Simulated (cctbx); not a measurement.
# A crystallographic session in cctbx: Tl16Mo6Ir7

Library: cctbx 2025.11. The data are simulated by the first script.

## 1. Simulate the data

run.py:

```python
from cctbx import adptbx, crystal, miller, sgtbx, xray
from cctbx.array_family import flex
from iotbx.shelx import hklf
from scitbx import matrix
import scitbx.random

cs = crystal.symmetry(unit_cell=(13.564, 13.564, 13.564, 90, 90, 90), space_group_symbol='Hall: -F 4 2 3')  # Fm-3m
atoms = [  # label, site, U (iso, or U11 U22 U33 U12 U13 U23 in A^2), occupancy
    ("Tl1", (0.3432, 0.8432, 0.8432), (0.0197, 0.0197, 0.0197, -0.0017, -0.0017, -0.0017), 1),
    ("Tl2", (0.1232, 0.6232, 0.6232), (0.0116, 0.0116, 0.0116, 0.0023, 0.0023, 0.0023), 1),
    ("Ir1", (0, 0.75, 0.75), (0.0066, 0.0099, 0.0099, 0.0000, 0.0000, 0.0025), 1),
    ("Ir2", (0, 0, 0), (0.0121, 0.0121, 0.0121, 0.0000, 0.0000, 0.0000), 1),
    ("Mo1", (0.6916, 0, 0), (0.0225, 0.0197, 0.0197, 0.0000, 0.0000, 0.0000), 1),
]
xs = xray.structure(crystal_symmetry=cs)
for label, site, u, occ in atoms:
    u = adptbx.u_cif_as_u_star(cs.unit_cell(), u) if isinstance(u, tuple) else u
    xs.add_scatterer(xray.scatterer(label, site=site, u=u, occupancy=occ))
xs.set_inelastic_form_factors(0.71073, "sasaki")
xs.show_summary()
p1 = xs.expand_to_p1()
ms = miller.build_set(p1, anomalous_flag=True, d_min=0.8)
flex.set_random_seed(879369)
scitbx.random.set_random_seed(879369)
ms = ms.select(flex.random_double(ms.size()) < 0.95)
i = ms.structure_factors_from_scatterers(p1, algorithm="direct").f_calc().as_intensity_array().data()
i = i * 5000 / flex.max(i)
sig = flex.sqrt(i + flex.pow2(0.06 * i) + 8 ** 2)
noise = scitbx.random.variate(scitbx.random.normal_distribution())(i.size())
data = ms.array(data=i + sig * noise, sigmas=sig).set_observation_type_xray_intensity()
with open("data.hkl", "w") as f:
    data.export_as_shelx_hklf(f)
print("reflections written:", data.size(), " <I/sigma> = %.1f" % flex.mean(data.data() / data.sigmas()))
for h, a, b in list(data.sort("data"))[:12]:
    print("%4d%4d%4d %9.1f %7.1f" % (h + (a, b)))
```

```console
$ python run.py
```

```text
Number of scatterers: 5
At special positions: 5
Unit cell: (13.564, 13.564, 13.564, 90, 90, 90)
Space group: F m -3 m (No. 225)
reflections written: 19328  <I/sigma> = 1.2
   0  -4   4    5585.5   308.3
  -4   4   0    5560.0   308.3
   4   0   4    5480.9   308.3
   4   4   0    5299.0   308.3
   4   0  -4    5076.1   308.3
   0  -4  -4    4928.3   308.3
   4  -4   0    4894.9   308.3
  -4   0   4    4779.3   308.3
  -4   0  -4    4700.5   308.3
   0   4   4    4694.2   308.3
  -4  -4   0    4669.3   308.3
   0   4  -4    4628.3   308.3
```

It took 0.35 s on 1 thread of Arm Neoverse V2, on a shared host, peak memory 0.08 GiB.

## 2. Refinement (right model, isotropic)

run.py:

```python
import math
from cctbx import adptbx, crystal, maptbx, sgtbx, xray
from cctbx.array_family import flex
from cctbx.xray import observations
from iotbx.shelx import hklf
from scitbx.lstbx import normal_eqns_solving
from smtbx import absolute_structure, utils
from smtbx.refinement import constraints, least_squares

cs = crystal.symmetry(unit_cell=(13.564, 13.564, 13.564, 90, 90, 90), space_group_symbol='Hall: -F 4 2 3')  # Fm-3m
atoms = [  # label, site, U (iso, or U11 U22 U33 U12 U13 U23 in A^2), occupancy
    ("Tl1", (0.3443, 0.8443, 0.8443), 0.0200, 1),
    ("Tl2", (0.1217, 0.6217, 0.6217), 0.0200, 1),
    ("Ir1", (0, 0.75, 0.75), 0.0200, 1),
    ("Ir2", (0, 0, 0), 0.0200, 1),
    ("Mo1", (0.6944, 0, 0), 0.0200, 1),
]
xs = xray.structure(crystal_symmetry=cs)
for label, site, u, occ in atoms:
    u = adptbx.u_cif_as_u_star(cs.unit_cell(), u) if isinstance(u, tuple) else u
    xs.add_scatterer(xray.scatterer(label, site=site, u=u, occupancy=occ))
xs.set_inelastic_form_factors(0.71073, "sasaki")
raw = hklf.reader(file_name="data.hkl").as_miller_arrays(crystal_symmetry=cs, anomalous=True)[0]
merged = raw.eliminate_sys_absent().merge_equivalents()
fo2 = merged.array().set_observation_type_xray_intensity()
print("Rint %.3f, %d unique reflections to %.2f A" % (merged.r_int(), fo2.size(), fo2.d_min()))
for sc in xs.scatterers():
    sc.flags.set_grad_site(True)
    sc.flags.set_grad_u_aniso(sc.flags.use_u_aniso())
    sc.flags.set_grad_u_iso(sc.flags.use_u_iso())
obs = fo2.as_xray_observations()
extra = {}
rep = constraints.reparametrisation(xs, [], utils.connectivity_table(xs), **extra)
ls = least_squares.crystallographic_ls(obs, rep, weighting_scheme=least_squares.mainstream_shelx_weighting(a=0, b=0))
print("cycle     R1     wR2    GooF  max shift (A)")
for cycle in range(8):
    ls.build_up()
    r1, wr2, goof = ls.r1_factor(cutoff_factor=2)[0], ls.wR2(), ls.goof()
    old = xs.sites_cart()
    normal_eqns_solving.levenberg_marquardt_iterations(ls, n_max_iterations=3, tau=1e-06, step_threshold=1e-7)
    big = flex.max((xs.sites_cart() - old).norms())
    print("%4d %7.4f %7.4f %7.3f %9.5f" % (cycle + 1, r1, wr2, goof, big))
    ls.build_up(objective_only=True)
    if abs(ls.wR2() - wr2) < 5e-5 and big < 5e-4:
        break
ls.build_up()
print("final R1 %.4f wR2 %.4f GooF %.3f  parameters %d  data/parameter %.1f" % (ls.r1_factor(cutoff_factor=2)[0], ls.wR2(), ls.goof(), ls.n_parameters, fo2.size() / ls.n_parameters))
cov = ls.covariance_matrix_and_annotations()
su = dict(zip(cov.annotations, (math.sqrt(max(v, 0)) for v in cov.matrix.matrix_packed_u_diagonal())))
a2 = cs.unit_cell().reciprocal_parameters()[0] ** -2
print("atom        x        y        z      Ueq    occ   su(xyz)  su(Uiso or U11)")
for sc in xs.scatterers():
    s = max(su.get(sc.label + k, 0) for k in (".x", ".y", ".z"))
    npd = "" if sc.is_positive_definite_u(cs.unit_cell()) else "  NPD"
    print("%-5s %8.5f %8.5f %8.5f %8.4f %6.3f %8.5f %7.4f%s" % ((sc.label,) + sc.site + (sc.u_iso_or_equiv(cs.unit_cell()), sc.occupancy, s, su.get(sc.label + ".uiso", su.get(sc.label + ".u11", 0) * a2), npd)))
fo = fo2.f_sq_as_f()
fc = fo.structure_factors_from_scatterers(xs, algorithm="direct").f_calc()
diff = fo.f_obs_minus_f_calc(1 / math.sqrt(ls.scale_factor()), fc).average_bijvoet_mates()
m = diff.fft_map(symmetry_flags=maptbx.use_space_group_symmetry, resolution_factor=0.25).apply_volume_scaling()
print("difference map: max %.2f min %.2f rms %.2f" % (m.statistics().max(), m.statistics().min(), m.statistics().sigma()))
peaks = m.peak_search(parameters=maptbx.peak_search_parameters(min_distance_sym_equiv=0.6, max_clusters=6)).all()
near = xs.closest_distances(peaks.sites(), distance_cutoff=4)
sps = cs.special_position_settings(min_distance_sym_equiv=0.5)
for k, (x, h) in enumerate(zip(peaks.sites(), peaks.heights())):
    ss = sps.site_symmetry(x)
    print("Q%-3d %7.4f %7.4f %7.4f %4d %7.2f  %.2f A from %s" % ((k + 1,) + tuple(t % 1 for t in ss.exact_site()) + (ss.multiplicity(), h, near.smallest_distances[k], xs.scatterers()[near.i_seqs[k]].label)))
```

```console
$ python run.py
```

```text
Rint 0.099, 165 unique reflections to 0.81 A
cycle     R1     wR2    GooF  max shift (A)
   1  0.0967  0.2206   7.394   0.04348
   2  0.0247  0.0572   1.917   0.00000
final R1 0.0247 wR2 0.0572 GooF 1.917  parameters 8  data/parameter 20.6
atom        x        y        z      Ueq    occ   su(xyz)  su(Uiso or U11)
Tl1    0.34324  0.84324  0.84324   0.0194  1.000  0.00007  0.0004
Tl2    0.12324  0.62324  0.62324   0.0114  1.000  0.00006  0.0004
Ir1    0.00000  0.75000  0.75000   0.0087  1.000  0.00000  0.0004
Ir2    0.00000  0.00000  0.00000   0.0120  1.000  0.00000  0.0008
Mo1    0.69119  0.00000  0.00000   0.0215  1.000  0.00031  0.0008
difference map: max 5.80 min -4.14 rms 0.78
Q1    0.1025  0.1025  0.1025   32    6.38  0.49 A from Tl2
Q2    0.1455  0.1455  0.1455   32    5.33  0.52 A from Tl2
Q3    0.0000  0.0000  0.5000    4    5.15  2.59 A from Mo1
Q4    0.0000  0.2234  0.2234   48    5.02  0.51 A from Ir1
Q5    0.0000  0.0000  0.2742   24    3.45  0.47 A from Mo1
Q6    0.2026  0.2026  0.2974   32    2.72  1.08 A from Tl1
```

Time: 0.4 s.

## 3. Refinement (right model, anisotropic)

run.py, as its changes from the last script of this kind:

```diff
@@ -12,5 +12,5 @@
-    ("Tl1", (0.3443, 0.8443, 0.8443), 0.0200, 1),
-    ("Tl2", (0.1217, 0.6217, 0.6217), 0.0200, 1),
-    ("Ir1", (0, 0.75, 0.75), 0.0200, 1),
-    ("Ir2", (0, 0, 0), 0.0200, 1),
-    ("Mo1", (0.6944, 0, 0), 0.0200, 1),
+    ("Tl1", (0.34324, 0.84324, 0.84324), 0.0194, 1),
+    ("Tl2", (0.12324, 0.62324, 0.62324), 0.0114, 1),
+    ("Ir1", (0, 0.75, 0.75), 0.0087, 1),
+    ("Ir2", (0, 0, 0), 0.0120, 1),
+    ("Mo1", (0.69119, 0, 0), 0.0215, 1),
@@ -22,0 +23 @@
+xs.convert_to_anisotropic()
```

```console
$ python run.py
```

```text
Rint 0.099, 165 unique reflections to 0.81 A
cycle     R1     wR2    GooF  max shift (A)
   1  0.0248  0.0572   1.948   0.00524
   2  0.0134  0.0269   0.915   0.00000
final R1 0.0134 wR2 0.0269 GooF 0.915  parameters 13  data/parameter 12.7
atom        x        y        z      Ueq    occ   su(xyz)  su(Uiso or U11)
Tl1    0.34324  0.84324  0.84324   0.0197  1.000  0.00003  0.0002
Tl2    0.12326  0.62326  0.62326   0.0116  1.000  0.00003  0.0002
Ir1    0.00000  0.75000  0.75000   0.0088  1.000  0.00000  0.0004
Ir2    0.00000  0.00000  0.00000   0.0120  1.000  0.00000  0.0004
Mo1    0.69158  0.00000  0.00000   0.0212  1.000  0.00015  0.0010
difference map: max 4.84 min -3.72 rms 0.54
Q1    0.0000  0.0000  0.5000    4    4.84  2.60 A from Mo1
Q2    0.1779  0.2500  0.2500   48    2.20  1.81 A from Tl1
Q3    0.0000  0.1024  0.3976   48    2.08  1.84 A from Mo1
Q4    0.0000  0.0486  0.3324   96    1.92  0.73 A from Mo1
Q5    0.1859  0.1859  0.3141   32    1.92  0.68 A from Tl1
Q6    0.1381  0.1381  0.2061   96    1.81  1.16 A from Tl2
```

Time: 0.39 s.

## 4. Refinement

run.py, as its changes from the last script of this kind:

```diff
@@ -25 +25 @@
-merged = raw.eliminate_sys_absent().merge_equivalents()
+merged = raw.eliminate_sys_absent().resolution_filter(d_min=1.3).merge_equivalents()
@@ -37 +37 @@
-for cycle in range(8):
+for cycle in range(12):
```

```console
$ python run.py
```

```text
Rint 0.076, 52 unique reflections to 1.31 A
cycle     R1     wR2    GooF  max shift (A)
   1  0.0143  0.0352   1.491   0.01005
   2  0.0098  0.0215   0.910   0.00000
final R1 0.0098 wR2 0.0215 GooF 0.910  parameters 13  data/parameter 4.0
atom        x        y        z      Ueq    occ   su(xyz)  su(Uiso or U11)
Tl1    0.34312  0.84312  0.84312   0.0194  1.000  0.00006  0.0007
Tl2    0.12331  0.62331  0.62331   0.0126  1.000  0.00006  0.0007
Ir1    0.00000  0.75000  0.75000   0.0082  1.000  0.00000  0.0011
Ir2    0.00000  0.00000  0.00000   0.0125  1.000  0.00000  0.0012
Mo1    0.69193  0.00000  0.00000   0.0201  1.000  0.00027  0.0031
difference map: max 0.52 min -0.62 rms 0.17
Q1    0.0000  0.1797  0.1797   48    0.56  1.35 A from Ir1
Q2    0.0862  0.2500  0.2500   48    0.48  1.17 A from Ir1
Q3    0.1140  0.1140  0.2462   96    0.43  1.55 A from Tl1
Q4    0.0000  0.1070  0.1070   48    0.42  1.70 A from Tl2
Q5    0.2500  0.2500  0.2500    8    0.39  2.19 A from Tl1
Q6    0.0000  0.0649  0.3401   96    0.35  0.98 A from Mo1
```

Time: 0.35 s.

This run holds a fault made on purpose: data cut at low resolution.

## 5. Refinement

run.py, as its changes from the last script of this kind:

```diff
@@ -12,5 +12,5 @@
-    ("Tl1", (0.34324, 0.84324, 0.84324), 0.0194, 1),
-    ("Tl2", (0.12324, 0.62324, 0.62324), 0.0114, 1),
-    ("Ir1", (0, 0.75, 0.75), 0.0087, 1),
-    ("Ir2", (0, 0, 0), 0.0120, 1),
-    ("Mo1", (0.69119, 0, 0), 0.0215, 1),
+    ("Tl1", (0.3438, 0.8438, 0.8438), 0.0200, 1),
+    ("Tl2", (0.1519, 0.6519, 0.6519), 0.0200, 1),
+    ("Ir1", (0, 0.75, 0.75), 0.0200, 1),
+    ("Ir2", (0, 0, 0), 0.0200, 1),
+    ("Mo1", (0.736, 0, 0), 0.0200, 1),
@@ -23 +22,0 @@
-xs.convert_to_anisotropic()
@@ -25 +24 @@
-merged = raw.eliminate_sys_absent().resolution_filter(d_min=1.3).merge_equivalents()
+merged = raw.eliminate_sys_absent().merge_equivalents()
@@ -37 +36 @@
-for cycle in range(12):
+for cycle in range(10):
@@ -41 +40 @@
-    normal_eqns_solving.levenberg_marquardt_iterations(ls, n_max_iterations=3, tau=1e-06, step_threshold=1e-7)
+    normal_eqns_solving.levenberg_marquardt_iterations(ls, n_max_iterations=3, tau=0.0001, step_threshold=1e-7)
```

```console
$ python run.py
```

```text
Rint 0.099, 165 unique reflections to 0.81 A
cycle     R1     wR2    GooF  max shift (A)
   1  0.6905  0.9165  30.714   0.68961
   2  0.1028  0.2145   7.187   0.05251
   3  0.0247  0.0572   1.917   0.00001
final R1 0.0247 wR2 0.0572 GooF 1.917  parameters 8  data/parameter 20.6
atom        x        y        z      Ueq    occ   su(xyz)  su(Uiso or U11)
Tl1    0.34324  0.84324  0.84324   0.0194  1.000  0.00007  0.0004
Tl2    0.12324  0.62324  0.62324   0.0114  1.000  0.00006  0.0004
Ir1    0.00000  0.75000  0.75000   0.0087  1.000  0.00000  0.0004
Ir2    0.00000  0.00000  0.00000   0.0120  1.000  0.00000  0.0008
Mo1    0.69119  0.00000  0.00000   0.0215  1.000  0.00031  0.0008
difference map: max 5.80 min -4.14 rms 0.78
Q1    0.1025  0.1025  0.1025   32    6.38  0.49 A from Tl2
Q2    0.1455  0.1455  0.1455   32    5.33  0.52 A from Tl2
Q3    0.0000  0.0000  0.5000    4    5.15  2.59 A from Mo1
Q4    0.0000  0.2234  0.2234   48    5.02  0.51 A from Ir1
Q5    0.0000  0.0000  0.2742   24    3.45  0.47 A from Mo1
Q6    0.2026  0.2026  0.2974   32    2.72  1.08 A from Tl1
```

Time: 0.43 s.

This run holds a fault made on purpose: start far from the minimum.

## 6. Refinement

run.py, as its changes from the last script of this kind:

```diff
@@ -12,5 +12,5 @@
-    ("Tl1", (0.3438, 0.8438, 0.8438), 0.0200, 1),
-    ("Tl2", (0.1519, 0.6519, 0.6519), 0.0200, 1),
-    ("Ir1", (0, 0.75, 0.75), 0.0200, 1),
-    ("Ir2", (0, 0, 0), 0.0200, 1),
-    ("Mo1", (0.736, 0, 0), 0.0200, 1),
+    ("Tl1", (0.34324, 0.84324, 0.84324), 0.0194, 1),
+    ("Tl2", (0.12324, 0.62324, 0.62324), 0.0114, 1),
+    ("Ir1", (0, 0.75, 0.75), 0.0087, 1),
+    ("Ir2", (0, 0, 0), 0.0120, 1),
+    ("Mo1", (0.69119, 0, 0), 0.0215, 1),
@@ -22 +22,2 @@
-xs.set_inelastic_form_factors(0.71073, "sasaki")
+# no anomalous dispersion
+xs.convert_to_anisotropic()
@@ -36 +37 @@
-for cycle in range(10):
+for cycle in range(12):
@@ -40 +41 @@
-    normal_eqns_solving.levenberg_marquardt_iterations(ls, n_max_iterations=3, tau=0.0001, step_threshold=1e-7)
+    normal_eqns_solving.levenberg_marquardt_iterations(ls, n_max_iterations=3, tau=1e-06, step_threshold=1e-7)
```

```console
$ python run.py
```

```text
Rint 0.099, 165 unique reflections to 0.81 A
cycle     R1     wR2    GooF  max shift (A)
   1  0.0289  0.0642   2.188   0.00439
   2  0.0146  0.0293   0.997   0.00000
final R1 0.0146 wR2 0.0293 GooF 0.997  parameters 13  data/parameter 12.7
atom        x        y        z      Ueq    occ   su(xyz)  su(Uiso or U11)
Tl1    0.34324  0.84324  0.84324   0.0205  1.000  0.00003  0.0002
Tl2    0.12326  0.62326  0.62326   0.0124  1.000  0.00003  0.0002
Ir1    0.00000  0.75000  0.75000   0.0084  1.000  0.00000  0.0004
Ir2    0.00000  0.00000  0.00000   0.0116  1.000  0.00000  0.0004
Mo1    0.69151  0.00000  0.00000   0.0245  1.000  0.00016  0.0011
difference map: max 4.39 min -3.83 rms 0.57
Q1    0.0000  0.0000  0.5000    4    4.39  2.60 A from Mo1
Q2    0.1787  0.2500  0.2500   48    2.26  1.81 A from Tl1
Q3    0.0000  0.1040  0.3960   48    2.24  1.84 A from Mo1
Q4    0.1857  0.1857  0.3143   32    2.03  0.68 A from Tl1
Q5    0.1369  0.1369  0.2068   96    1.90  1.16 A from Tl2
Q6    0.0000  0.0523  0.3345   96    1.74  0.79 A from Mo1
```

It took 0.39 s on 1 thread of Arm Neoverse V2, with other jobs on the host, peak memory 0.09 GiB.

This run holds a fault made on purpose: anomalous dispersion left out.

[Logs are printed without paths, hosts, clocks, repeated set-up lines and the standing remarks that a program may print on its own settings, such as how far it seeks lower states.]
